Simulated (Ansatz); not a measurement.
# How fast states decay through Cs2BeH4

Aim: relax a made-up compound, Cs2BeH4, and see how good a tunnel barrier it would be. It is built by putting Be for Ca in the Cs2CaH4 structure of space group I4/mmm, with the volume rescaled by atomic radii. The parent structure comes from the Materials Project.

Calculated with Ansatz 0.2.0; PBE DFT, plane waves, PAW files, in the first sound run; inputs show where later runs differ.

The structure was built from a prototype and need not be the compound's stable phase.

### 1. The structure

The structure is tetragonal, space group I4/mmm (No. 139). Conventional cell: a = 4.352 Å, b = 4.352 Å, c = 14.661 Å, α = 90.00°, β = 90.00°, γ = 90.00°. Nearest to Cs lie 9 H at 2.98 to 3.08 Å. Nearest to Be lie 6 H at 2.18 Å. Nearest to H lie 1 Be at 2.18 Å and 5 Cs at 2.98 to 3.08 Å and 4 H at 3.08 Å. Nearest to H lie 2 Be at 2.18 Å and 4 Cs at 3.07 Å and 8 H at 3.08 Å. It derives from Cs2CaH4. Be for Ca in the Cs2CaH4 structure of space group I4/mmm. Farther neighbours are not listed.

### 2. Cell and atoms at rest

The substituted atoms don't fit the parent's cell, so cell and atoms relax together. A small smearing keeps the run stable in case the gap closes on the way.

input.yaml reads:

```yaml
crystal:
  lattice:
    - [-2.1759079921, 2.1759079921, 7.3305836182]
    - [2.1759079921, -2.1759079921, 7.3305836182]
    - [2.1759079921, 2.1759079921, -7.3305836182]
  atoms:
    - { symbol: Cs, position: [0.64805889, 0.64805889, 0.0] }
    - { symbol: Cs, position: [0.35194111, 0.35194111, 0.0] }
    - { symbol: Be, position: [0.0, 0.0, 0.0] }
    - { symbol: H, position: [0.85147726, 0.85147726, 0.0] }
    - { symbol: H, position: [0.14852274, 0.14852274, 0.0] }
    - { symbol: H, position: [0.0, 0.5, 0.5] }
    - { symbol: H, position: [0.5, 0.0, 0.5] }
kpoints:
  mp_grid: { grid: [8, 8, 8] }
scf:
  occupations: { method: gaussian, width: 0.03 }
hamiltonian:
  xc: pbe
output:
  forces: true
  stress: true
relax:
  f_tol: 0.02
  max_steps: 60
  cell: {}
```

Run with:

```sh
> ansatz run input.yaml --threads 2 --pin off --max-ram 4096MiB --backend cpu --events-out ev --progress --plain --runs-dir out
```

Numbers of over 12 decimals in the logs are rounded to 6 here.

Output:

```text
basis.fft_grid_basis auto: the FFT boxes are laid along the combinations [[1, 0, 1], [0, 1, 1], [0, 0, 1]] of the cell's own vectors, 4.352, 4.352 and 7.950 Å long. The dense box has 30×30×54 points. Along the cell's own vectors, as sized, it would have 54×54×54, 3.24 times as many. Of the 16 symmetry operations that the crystal satisfies within crystal.symmetry.tolerance (time reversal apart; of a slab, those that k [...]
Engine: ansatz 0.2.0, aarch64-unknown-linux-gnu
Pseudopotentials: kind: paw
Pseudopotential: Cs, paw, valence charge 9, recommended cutoff 420 eV (normal), Cs.paw.azcp
Pseudopotential: Be, paw, valence charge 2, recommended cutoff 420 eV (normal), Be.paw.azcp
Pseudopotential: H, paw, valence charge 1, recommended cutoff 420 eV (normal), H.paw.azcp
Functional definition: PBE
  parameter kappa = 0.804
  parameter beta = 0.066725
  exchange = pbe_x(kappa = kappa, mu = beta*pi^2/3)
  correlation = pbe_c(beta = beta)
Crystal: 7 atoms, lattice volume = 138.829 Å³
Basis set: ecut = 420 eV, 2729 PW (Γ), FFT grids on a1+a3, a2+a3, a3, exchange–correlation on 60×60×108 points (8 copies of the dense FFT grid, shifted against one another)
Bands: 19, of which v1, the nominal top of the filled ones, is band 12 counted from 1 (11 counted from 0)
Symmetry: 16 space group operations
Space group: I4/mmm (ITA 139), of the structure as read, at distance tolerance 5.2e-5 Å
k-points: 59 of 512
Non-local potential: Cs, projectors of the file, l = 0: 3, l = 1: 2, l = 2: 2, l = 3: 2
Non-local potential: Be, projectors of the file, l = 0: 2, l = 1: 2, l = 2: 1
Non-local potential: H, projectors of the file, l = 0: 2, l = 1: 1
PAW form: soft (Blöchl's): semilocal exchange-correlation on the pseudo side does not see the compensation charge
PAW one-centre angular grid: Cs, 194 points (default); XC on 64 Gauss nodes
PAW one-centre angular grid: Be, 110 points (default); XC on 64 Gauss nodes
PAW one-centre angular grid: H, 110 points (default); XC on 64 Gauss nodes
Initial density: superposition of atomic densities (neutral atoms: chi_scale 0, normalization atom), corrected by the library's trained network
Initial wavefunctions: pseudopotential atomic-orbital guess
Functional: x = pbe(κ = 0.804, μ = 0.219515), c = pbe(β = 0.066725)
SCF iter   1: F=—  HF=-11496.493217 eV  |F-HF|=—  |Δ(HF+E_count)|=         —  Δρ=1.94e-3  dr2=1.31e-2  ethr=1.77e-3  ⟨swp⟩=7.2  Hψ=6700  notcnv=0  defer=7
preconditioner: auto → Resta (q_TF=auto, 2.036 Å⁻¹)  ε∞=3.0  [insulator: Δε(μ)=1.867 eV  Ē_g=9.970 eV  σ=0.030 eV  W_gap=1.00  n_scr=20 (ndim 8)  ℏωp=14.1 eV  f_vac=0.004  D(μ)=0.00/eV (n_scr^D=0)  ε∞_Penn≈3.0]
SCF iter   2: F=—  HF=-11496.488964 eV  |F-HF|=—  |Δ(HF+E_count)|=   4.25e-3  Δρ=6.26e-4  dr2=9.02e-4  ethr=5.47e-5  ⟨swp⟩=2.6  Hψ=2211  notcnv=0  defer=112
SCF iter   3: F=—  HF=-11496.488920 eV  |F-HF|=—  |Δ(HF+E_count)|=   4.46e-5  Δρ=2.38e-4  dr2=8.10e-5  ethr=3.76e-6  ⟨swp⟩=2.3  Hψ=1617  notcnv=0  defer=112
SCF iter   4: F=—  HF=-11496.488893 eV  |F-HF|=—  |Δ(HF+E_count)|=   2.65e-5  Δρ=7.77e-5  dr2=7.82e-6  ethr=3.37e-7  ⟨swp⟩=2.6  Hψ=1601  notcnv=0  defer=112
SCF iter   5: F=—  HF=-11496.488902 eV  |F-HF|=—  |Δ(HF+E_count)|=   8.72e-6  Δρ=1.07e-5  dr2=2.17e-7  ethr=3.26e-8  ⟨swp⟩=2.0  Hψ=1577  notcnv=0  defer=112
SCF iter   6: F=-11496.488902 eV  HF=-11496.488902 eV  |F-HF|=2.64e-8  |Δ(HF+E_count)|=   1.44e-7  Δρ=3.07e-6  dr2=1.18e-8  ethr=4.17e-10  ⟨swp⟩=4.0  Hψ=3477  notcnv=0
SCF 1 converged in 6 iterations: F = -11496.488902 eV  dr2 = 1.18e-8
  greatest PAW one-centre occupation: 0.926 electrons in one spin orbital (limit 2), on the Cs atom at site 1 (counted from 0), in its partial waves of l = 0
relax step   1: F+E_penalty+E_count = -11496.48890203 eV  Δ(F+E_penalty+E_count) = +0.000e0 eV  max|allowed force component| = 1.213e0 eV/Å  Δτ_max = 0.0000 Å  P = -3.983 GPa  Ω = 138.829 Å³  (6 SCF iters, dr2 threshold 1.00e-7 eV, accepted)
Crystal: 7 atoms, lattice volume = 130.259 Å³
Basis set: ecut = 420 eV, 2529 PW (Γ), FFT grids on a1+a3, a2+a3, a3, exchange–correlation on 60×60×108 points (8 copies of the dense FFT grid, shifted against one another)
Initial density: handed on by an earlier stage of this run
Initial wavefunctions: those handed on with the density
iter 1 solved again at ethr=1.21e-3 eV; its pass at ethr=3.10e-3 eV (dr2=2.90e-1 eV) is discarded
SCF iter   1: F=—  HF=-11497.256891 eV  |F-HF|=—  |Δ(HF+E_count)|=         —  Δρ=9.64e-3  dr2=2.88e-1  ethr=1.21e-3  ⟨swp⟩=1.3  Hψ=7764  notcnv=0
preconditioner: auto → Resta (q_TF=auto, 2.058 Å⁻¹)  ε∞=3.0  [insulator: Δε(μ)=2.262 eV  Ē_g=10.184 eV  σ=0.030 eV  W_gap=1.00  n_scr=20 (ndim 8)  ℏωp=14.6 eV  f_vac=0.004  D(μ)=0.00/eV (n_scr^D=0)  ε∞_Penn≈3.0]
SCF iter   2: F=—  HF=-11497.189571 eV  |F-HF|=—  |Δ(HF+E_count)|=   6.73e-2  Δρ=4.36e-3  dr2=4.12e-2  ethr=1.20e-3  ⟨swp⟩=2.0  Hψ=1599  notcnv=0
SCF iter   3: F=—  HF=-11497.178272 eV  |F-HF|=—  |Δ(HF+E_count)|=   1.13e-2  Δρ=7.59e-4  dr2=1.01e-3  ethr=1.72e-4  ⟨swp⟩=2.7  Hψ=2258  notcnv=0  defer=131
SCF iter   4: F=—  HF=-11497.178198 eV  |F-HF|=—  |Δ(HF+E_count)|=   7.43e-5  Δρ=1.86e-4  dr2=3.79e-5  ethr=4.21e-6  ⟨swp⟩=2.0  Hψ=1535  notcnv=0  defer=131
SCF iter   5: F=—  HF=-11497.178152 eV  |F-HF|=—  |Δ(HF+E_count)|=   4.55e-5  Δρ=2.74e-5  dr2=7.70e-7  ethr=1.58e-7  ⟨swp⟩=2.2  Hψ=1572  notcnv=0  defer=131
SCF iter   6: F=-11497.178153 eV  HF=-11497.178153 eV  |F-HF|=1.01e-7  |Δ(HF+E_count)|=   8.20e-7  Δρ=6.57e-6  dr2=7.77e-8  ethr=2.92e-9  ⟨swp⟩=4.0  Hψ=3445  notcnv=0
SCF 2 converged in 6 iterations: F = -11497.178153 eV  dr2 = 7.77e-8
relax step   2: F+E_penalty+E_count = -11497.17815313 eV  Δ(F+E_penalty+E_count) = -6.893e-1 eV  max|allowed force component| = 1.219e0 eV/Å  Δτ_max = 0.1949 Å  P = -3.126 GPa  Ω = 130.259 Å³  energy of the carried Pulay correction = +2.867e-3 eV  (6 SCF iters, dr2 threshold 7.00e-7 eV, accepted)
Crystal: 7 atoms, lattice volume = 124.750 Å³
Basis set: ecut = 420 eV, 2443 PW (Γ), FFT grids on a1+a3, a2+a3, a3, exchange–correlation on 60×60×108 points (8 copies of the dense FFT grid, shifted against one another)
iter 1 solved again at ethr=1.23e-3 eV; its pass at ethr=3.10e-3 eV (dr2=2.95e-1 eV) is discarded
SCF iter   1: F=—  HF=-11497.801936 eV  |F-HF|=—  |Δ(HF+E_count)|=         —  Δρ=1.09e-2  dr2=2.97e-1  ethr=1.23e-3  ⟨swp⟩=1.0  Hψ=7985  notcnv=0
preconditioner: auto → Resta (q_TF=auto, 2.073 Å⁻¹)  ε∞=3.1  [insulator: Δε(μ)=2.319 eV  Ē_g=10.366 eV  σ=0.030 eV  W_gap=1.00  n_scr=20 (ndim 8)  ℏωp=14.9 eV  f_vac=0.002  D(μ)=0.00/eV (n_scr^D=0)  ε∞_Penn≈3.1]
SCF iter   2: F=—  HF=-11497.729542 eV  |F-HF|=—  |Δ(HF+E_count)|=   7.24e-2  Δρ=4.90e-3  dr2=4.56e-2  ethr=1.23e-3  ⟨swp⟩=2.0  Hψ=1639  notcnv=0
SCF iter   3: F=—  HF=-11497.717196 eV  |F-HF|=—  |Δ(HF+E_count)|=   1.23e-2  Δρ=6.68e-4  dr2=5.38e-4  ethr=1.90e-4  ⟨swp⟩=2.4  Hψ=2077  notcnv=0  defer=124
SCF iter   4: F=—  HF=-11497.717171 eV  |F-HF|=—  |Δ(HF+E_count)|=   2.47e-5  Δρ=1.59e-4  dr2=2.62e-5  ethr=2.24e-6  ⟨swp⟩=2.0  Hψ=1684  notcnv=0  defer=124
SCF iter   5: F=-11497.717191 eV  HF=-11497.717190 eV  |F-HF|=3.44e-7  |Δ(HF+E_count)|=   1.92e-5  Δρ=2.30e-5  dr2=4.49e-7  ethr=2.92e-9  ⟨swp⟩=3.2  Hψ=4374  notcnv=0
SCF 3 converged in 5 iterations: F = -11497.717191 eV  dr2 = 4.49e-7
relax step   3: F+E_penalty+E_count = -11497.71719073 eV  Δ(F+E_penalty+E_count) = -5.390e-1 eV  max|allowed force component| = 9.884e-1 eV/Å  Δτ_max = 0.1930 Å  P = -2.216 GPa  Ω = 124.750 Å³  energy of the carried Pulay correction = +4.808e-3 eV  (5 SCF iters, dr2 threshold 7.00e-7 eV, accepted)
[... from here on, the SCF cycles and remarks between the steps are left out ...]
relax step   4: F+E_penalty+E_count = -11498.00489296 eV  Δ(F+E_penalty+E_count) = -2.877e-1 eV  max|allowed force component| = 1.384e-1 eV/Å  Δτ_max = 0.1953 Å  P = -0.309 GPa  Ω = 120.333 Å³  energy of the carried Pulay correction = +6.425e-3 eV  (5 SCF iters, dr2 threshold 7.00e-7 eV, accepted)
relax step   5: F+E_penalty+E_count = -11498.02088208 eV  Δ(F+E_penalty+E_count) = -1.599e-2 eV  max|allowed force component| = 9.351e-2 eV/Å  Δτ_max = 0.0527 Å  P = -0.045 GPa  Ω = 120.221 Å³  energy of the carried Pulay correction = +6.466e-3 eV  (5 SCF iters, dr2 threshold 7.00e-7 eV, accepted)
relax step   6: F+E_penalty+E_count = -11498.03835806 eV  Δ(F+E_penalty+E_count) = -1.748e-2 eV  max|allowed force component| = 7.979e-2 eV/Å  Δτ_max = 0.0540 Å  P = +0.150 GPa  Ω = 121.170 Å³  energy of the carried Pulay correction = +6.114e-3 eV  (5 SCF iters, dr2 threshold 7.00e-7 eV, accepted)
relax step   7: F+E_penalty+E_count = -11498.04291772 eV  Δ(F+E_penalty+E_count) = -4.560e-3 eV  max|allowed force component| = 7.051e-2 eV/Å  Δτ_max = 0.0244 Å  P = -0.004 GPa  Ω = 121.698 Å³  energy of the carried Pulay correction = +5.919e-3 eV  (5 SCF iters, dr2 threshold 7.00e-7 eV, accepted)
relax step   8: F+E_penalty+E_count = -11498.04467348 eV  Δ(F+E_penalty+E_count) = -1.756e-3 eV  max|allowed force component| = 1.578e-2 eV/Å  Δτ_max = 0.0267 Å  P = -0.020 GPa  Ω = 123.318 Å³  energy of the carried Pulay correction = +5.326e-3 eV  (5 SCF iters, dr2 threshold 3.11e-7 eV, accepted)
relax step   9: F+E_penalty+E_count = -11498.04470087 eV  Δ(F+E_penalty+E_count) = -2.739e-5 eV  max|allowed force component| = 3.038e-3 eV/Å  Δτ_max = 0.0099 Å  P = +0.001 GPa  Ω = 123.818 Å³  energy of the carried Pulay correction = +5.144e-3 eV  (5 SCF iters, dr2 threshold 1.07e-8 eV, accepted)
relax step  10: F+E_penalty+E_count = -11498.04464290 eV  Δ(F+E_penalty+E_count) = +5.797e-5 eV  max|allowed force component| = 1.943e-3 eV/Å  Δτ_max = 0.0049 Å  P = +0.008 GPa  Ω = 124.069 Å³  energy of the carried Pulay correction = +5.054e-3 eV  (7 SCF iters, accepted)
Initial wavefunctions: pseudopotential atomic-orbital guess (no wavefunctions were taken with the density)
iter 1 solved again at ethr=1.15e-5 eV; its pass at ethr=3.10e-3 eV (dr2=2.75e-3 eV) is discarded
SCF iter   1: F=—  HF=-11498.041015 eV  |F-HF|=—  |Δ(HF+E_count)|=         —  Δρ=1.96e-4  dr2=4.17e-6  ethr=1.15e-5  ⟨swp⟩=2.2  Hψ=9207  notcnv=0
eigensolver tolerance schedule: the retry pair's looser diagonalisation over-reported the residual by 657.42 of it (diagonalisation noise at an unbounded share of the residual, at the tolerance the schedule requests for it); recorded, not acted on — ethr = c·dr2/N_el stays at c = 1.0e-1
preconditioner: auto → Resta (q_TF=auto, 2.075 Å⁻¹)  ε∞=3.0  [insulator: Δε(μ)=1.874 eV  Ē_g=10.442 eV  σ=0.030 eV  W_gap=1.00  n_scr=20 (ndim 8)  ℏωp=14.9 eV  f_vac=0.014  D(μ)=0.00/eV (n_scr^D=0)  ε∞_Penn≈3.0]
SCF iter   2: F=—  HF=-11498.041081 eV  |F-HF|=—  |Δ(HF+E_count)|=   6.60e-5  Δρ=1.01e-4  dr2=1.10e-6  ethr=1.74e-8  ⟨swp⟩=2.4  Hψ=1703  notcnv=0
SCF iter   3: F=—  HF=-11498.041122 eV  |F-HF|=—  |Δ(HF+E_count)|=   4.05e-5  Δρ=2.73e-6  dr2=5.47e-9  ethr=4.58e-9  ⟨swp⟩=2.0  Hψ=1711  notcnv=0
SCF iter   4: F=—  HF=-11498.041122 eV  |F-HF|=—  |Δ(HF+E_count)|=   5.85e-9  Δρ=1.02e-6  dr2=5.26e-10  ethr=2.28e-11  ⟨swp⟩=2.0  Hψ=1739  notcnv=0
SCF iter   5: F=-11498.041122 eV  HF=-11498.041122 eV  |F-HF|=3.27e-11  |Δ(HF+E_count)|=   1.62e-9  Δρ=1.16e-7  dr2=1.25e-11  ethr=1.00e-12  ⟨swp⟩=4.7  Hψ=3523  notcnv=0
SCF 11 converged in 5 iterations: F = -11498.041122 eV  dr2 = 1.25e-11
relax step  11: F+E_penalty+E_count = -11498.04112165 eV  Δ(F+E_penalty+E_count) = +3.521e-3 eV  max|allowed force component| = 2.005e-3 eV/Å  Δτ_max = 0.0000 Å  P = -0.010 GPa  Ω = 124.069 Å³  stress off target by 2.64e-2 GPa  SCF on the basis re-selected at this cell (its energy is not comparable with the rows above)  (5 SCF iters)
basis re-selected at this cell: Δ(F+E_penalty+E_count) = +3.521e-3 eV, ΔP = -0.019 GPa vs the last step (what re-selecting the basis moved, of the pressure what is left beyond the Pulay correction that the steps carried, after the strain that the cell walked since its last selection, with what the two solves' SCF thresholds leave and, on support functions, any second-order correction that the steps lacked; it is no m [...]
SCF converged after 5 iterations
Free energy (F): -11498.041122 eV
Harris-Foulkes:  -11498.041122 eV  (|F-HF|=3.27e-11)
Internal energy: -11498.041122 eV  (E = F + TS)
E sigma→0 (E₀):  -11498.041122 eV
Fermi energy:    5.787820 eV
--- Per-component energies (eV) ---
  E_band       = -90.185861
  E_kinetic    = 358.553828
  E_local      = -492.659671  (includes V_loc(G=0)·N_el)
  E_nonlocal   = 70.261247
  E_hartree    = 170.005951
  E_xc         = -405.068842
  E_vxc        = -321.327094  (∫ρ·V_xc dr)
  E_paw        = -10194.695065  (= ΣΔE_a)
  E_vpaw       = -45.021452  (= ΣTr[D̂ρ^β])
  E_aug_tail   = -0.004646  (compensation charges beyond the density's cutoff)
  E_ewald      = -1004.433925
  E_smearing   = -0.000000  (= −TS)
  E_closure    = 0.000000  (closes the sum)
  Σ components = -11498.041122   (vs F -11498.041122, Δ=0.00e0)
--- Forces (eV/Å), atoms counted from 1 ---
  atom   1  Cs     0.00000000    -0.00000000     0.00200466
  atom   2  Cs     0.00000000    -0.00000000    -0.00200466
  atom   3  Be    -0.00000000     0.00000000    -0.00000000
  atom   4  H      0.00000000    -0.00000000    -0.00049094
  atom   5  H      0.00000000     0.00000000     0.00049094
  atom   6  H      0.00000000     0.00000000     0.00000000
  atom   7  H      0.00000000     0.00000000     0.00000000
  max |Σ_I F_I| component: 2.39e-18 eV/Å
--- Stress (GPa, compression-positive) ---
       -0.026424       0.000000       0.000000
        0.000000      -0.026424      -0.000000
        0.000000       0.000000       0.021467
  P = ⅓ Tr σ = -0.0105 GPa (-0.105 kbar)
--- Relaxed structure (10 steps of the walk, 10 accepted, 1 SCFs on fresh bases) ---
  F+E_penalty+E_count = -11498.04112165 eV   max|allowed force component| = 2.005e-3 eV/Å   (the final SCF, on the basis selected at the relaxed cell)
  cell:  # Å, volume = 124.0693 Å³
    - [-2.034808, 2.034808, 7.491308]
    - [2.034808, -2.034808, 7.491308]
    - [2.034808, 2.034808, -7.491308]
  atoms:
    - { symbol: Cs, position: [0.633974, 0.633974, 0] }
    - { symbol: Cs, position: [0.366026, 0.366026, 0] }
    - { symbol: Be, position: [1.512818070412158e-18, 1.512818070412158e-18, 0] }
    - { symbol: H, position: [0.900661, 0.900661, 0] }
    - { symbol: H, position: [0.099339, 0.099339, 0] }
    - { symbol: H, position: [1.5128180704121583e-18, 0.5, 0.5] }
    - { symbol: H, position: [0.5, 1.5128180704121583e-18, 0.5] }
```

The job ended after 35 s (2 threads of Arm Neoverse V2, shared host; peak memory 0.45 GiB).

The steps of the relaxation:

| step | energy less that of the first step (eV) | largest force component (eV/Å) | pressure (GPa) | volume (Å³) |
| --- | --- | --- | --- | --- |
| 1 | 0.0000 | 1.2128 | -3.98 | 138.83 |
| 2 | -0.6893 | 1.2189 | -3.13 | 130.26 |
| 3 | -1.2283 | 0.9884 | -2.22 | 124.75 |
| 4 | -1.5160 | 0.1384 | -0.31 | 120.33 |
| 5 | -1.5320 | 0.0935 | -0.05 | 120.22 |
| 6 | -1.5495 | 0.0798 | 0.15 | 121.17 |
| 7 | -1.5540 | 0.0705 | 0.00 | 121.70 |
| 8 | -1.5558 | 0.0158 | -0.02 | 123.32 |
| 9 | -1.5558 | 0.0030 | 0.00 | 123.82 |
| 10 | -1.5557 | 0.0019 | 0.01 | 124.07 |
| 11* | -1.5522 | 0.0020 | -0.01 | 124.07 |

Relaxation steps marked * repeat the geometry before them on a plane-wave basis chosen anew for their cell, so energy and pressure can jump there.

The run keeps the 16 symmetry operations that it works with, so distortions that break them were not tested.

| conventional cell, symmetrised | before | after | change |
| --- | --- | --- | --- |
| a (Å) | 4.352 | 4.070 | -6.5 % |
| b (Å) | 4.352 | 4.070 | -6.5 % |
| c (Å) | 14.661 | 14.983 | +2.2 % |
| volume (Å³/atom) | 19.83 | 17.72 | -10.6 % |

The atoms that moved most (Å, as changes of fractional coordinates times the final cell):

| atom | dx | dy | dz | length |
| --- | --- | --- | --- | --- |
| H4 | 0.000 | 0.000 | 0.737 | 0.737 |
| H5 | 0.000 | 0.000 | -0.737 | 0.737 |
| Cs2 | 0.000 | 0.000 | 0.211 | 0.211 |
| Cs1 | 0.000 | 0.000 | -0.211 | 0.211 |

This step gave:

```yaml
free_energy: -11498.0411 eV
fermi_energy: 5.788 eV
pressure: -0.01046 GPa
```

The largest force component on a free atom ends at 0.0020 eV/Å.

### 3. Band edges

The energy window and the wavevectors of the next steps follow from the band edges, so these are searched first, off the mesh as well.

input.yaml reads:

```yaml
crystal:
  lattice:
    - [-2.0348076756, 2.0348076756, 7.4913076332]
    - [2.0348076756, -2.0348076756, 7.4913076332]
    - [2.0348076756, 2.0348076756, -7.4913076332]
  atoms:
    - { symbol: Cs, position: [0.6339739923, 0.6339739923, 0.0] }
    - { symbol: Cs, position: [0.3660260077, 0.3660260077, 0.0] }
    - { symbol: Be, position: [0.0, 0.0, 0.0] }
    - { symbol: H, position: [0.9006614718, 0.9006614718, 0.0] }
    - { symbol: H, position: [0.0993385282, 0.0993385282, 0.0] }
    - { symbol: H, position: [0.0, 0.5, 0.5] }
    - { symbol: H, position: [0.5, 0.0, 0.5] }
kpoints:
  mp_grid: { grid: [8, 8, 8] }
  band_path: { path: [VBM, CBM], npoints: 30 }
scf:
  occupations: { method: fixed }
hamiltonian:
  xc: pbe
output:
  eigenvalues: true
  write_potential: true
  write_density: true
  volumetric_format: npy
```

Output:

```text
[...]
Crystal: 7 atoms, lattice volume = 124.069 Å³
Basis set: ecut = 420 eV, 2437 PW (Γ), FFT grids on a1−a2, a2, a1+a3
Bands: 19, of which v1, the nominal top of the filled ones, is band 12 counted from 1 (11 counted from 0)
Symmetry: 16 space group operations
[...]
k-points: 59 of 512
[...]
SCF iter   1: F=—  HF=-11498.043043 eV  |F-HF|=—  |Δ(HF+E_count)|=         —  Δρ=1.37e-3  dr2=4.91e-3  ethr=1.77e-3  ⟨swp⟩=5.4  Hψ=5205  notcnv=0  defer=270
[...]
SCF iter   6: F=-11498.041168 eV  HF=-11498.041168 eV  |F-HF|=2.85e-8  |Δ(HF+E_count)|=   1.12e-6  Δρ=2.87e-6  dr2=1.92e-8  ethr=4.17e-10  ⟨swp⟩=9.0  Hψ=6177  notcnv=0
SCF 1 converged in 6 iterations: F = -11498.041168 eV  dr2 = 1.92e-8
[...]
NSCF: frozen V_eff on 30 k-points
[...]
SCF converged after 6 iterations
Free energy (F): -11498.041168 eV
[...]
Internal energy: -11498.041168 eV  (E = F + TS)
E sigma→0 (E₀):  -11498.041168 eV
Fermi energy:    4.850914 eV
[...]
--- Band table (eV; the first three rows and the last of 59) ---
  k-point 0: bands = [... 8 lower, -0.2039, 1.6758, 4.4286, 4.8509, 7.2169, 8.0530, 8.3659, 8.3659, ... 3 higher]
  k-point 1: bands = [... 8 lower, 0.1886, 1.9641, 4.0477, 4.7493, 6.7252, 8.4292, 8.9039, 9.0580, ... 3 higher]
  k-point 2: bands = [... 8 lower, 0.7371, 2.2282, 3.3727, 3.9690, 6.7760, 8.8146, 8.9208, 9.3529, ... 3 higher]
  k-point 58: bands = [... 8 lower, 0.1062, 1.5373, 4.4050, 4.4983, 7.5612, 8.2129, 8.2129, 8.8673, ... 3 higher]
```

It took 9.1 s on 2 threads; peak memory 0.41 GiB; 18 s of CPU time.

In the SCF lines HF is the Harris–Foulkes energy and dr2 the Hartree energy of the density residual, in eV; the loop may stop once dr2 is under the threshold and the program's other checks hold. Hψ counts applications of the Hamiltonian.

Numbers from this step:

- free energy: -11498.0412 eV
- Fermi energy: 4.851 eV
- gap on the k-mesh: 1.874 eV
- gap on path: 1.793 eV, by band count; negative where bands overlap
- direct gap on path: 1.976 eV
- edge places on path: 0, 0.3867 1/A along the path

The electronic bands at the labelled points (eV, zero at the Fermi level (highest filled level under fixed occupations); v1 is the highest filled band, c1 the lowest empty one):

| point | v4 | v3 | v2 | v1 | c1 | c2 | c3 | c4 |
| --- | --- | --- | --- | --- | --- | --- | --- | --- |
| VBM | -5.05 | -3.18 | -0.42 | 0.00 | 2.37 | 3.20 | 3.52 | 3.52 |
| halfway | -4.84 | -3.01 | -0.63 | -0.03 | 2.02 | 3.40 | 3.88 | 3.89 |
| CBM | -4.40 | -2.72 | -1.09 | -0.33 | 1.79 | 3.86 | 4.19 | 4.26 |

The searched edges give 1.79 eV, under the 1.87 eV of the mesh, which misses an edge.

[end of part 1 of 2]

[Logs are printed without paths, hosts, clocks, repeated set-up lines and the standing remarks that a program may print on its own settings, such as how far it seeks lower states.]

[Hosts, paths, dates, database ids (printed as entryN), source tags and the programs' standing remarks are cut or masked in the printed files.]
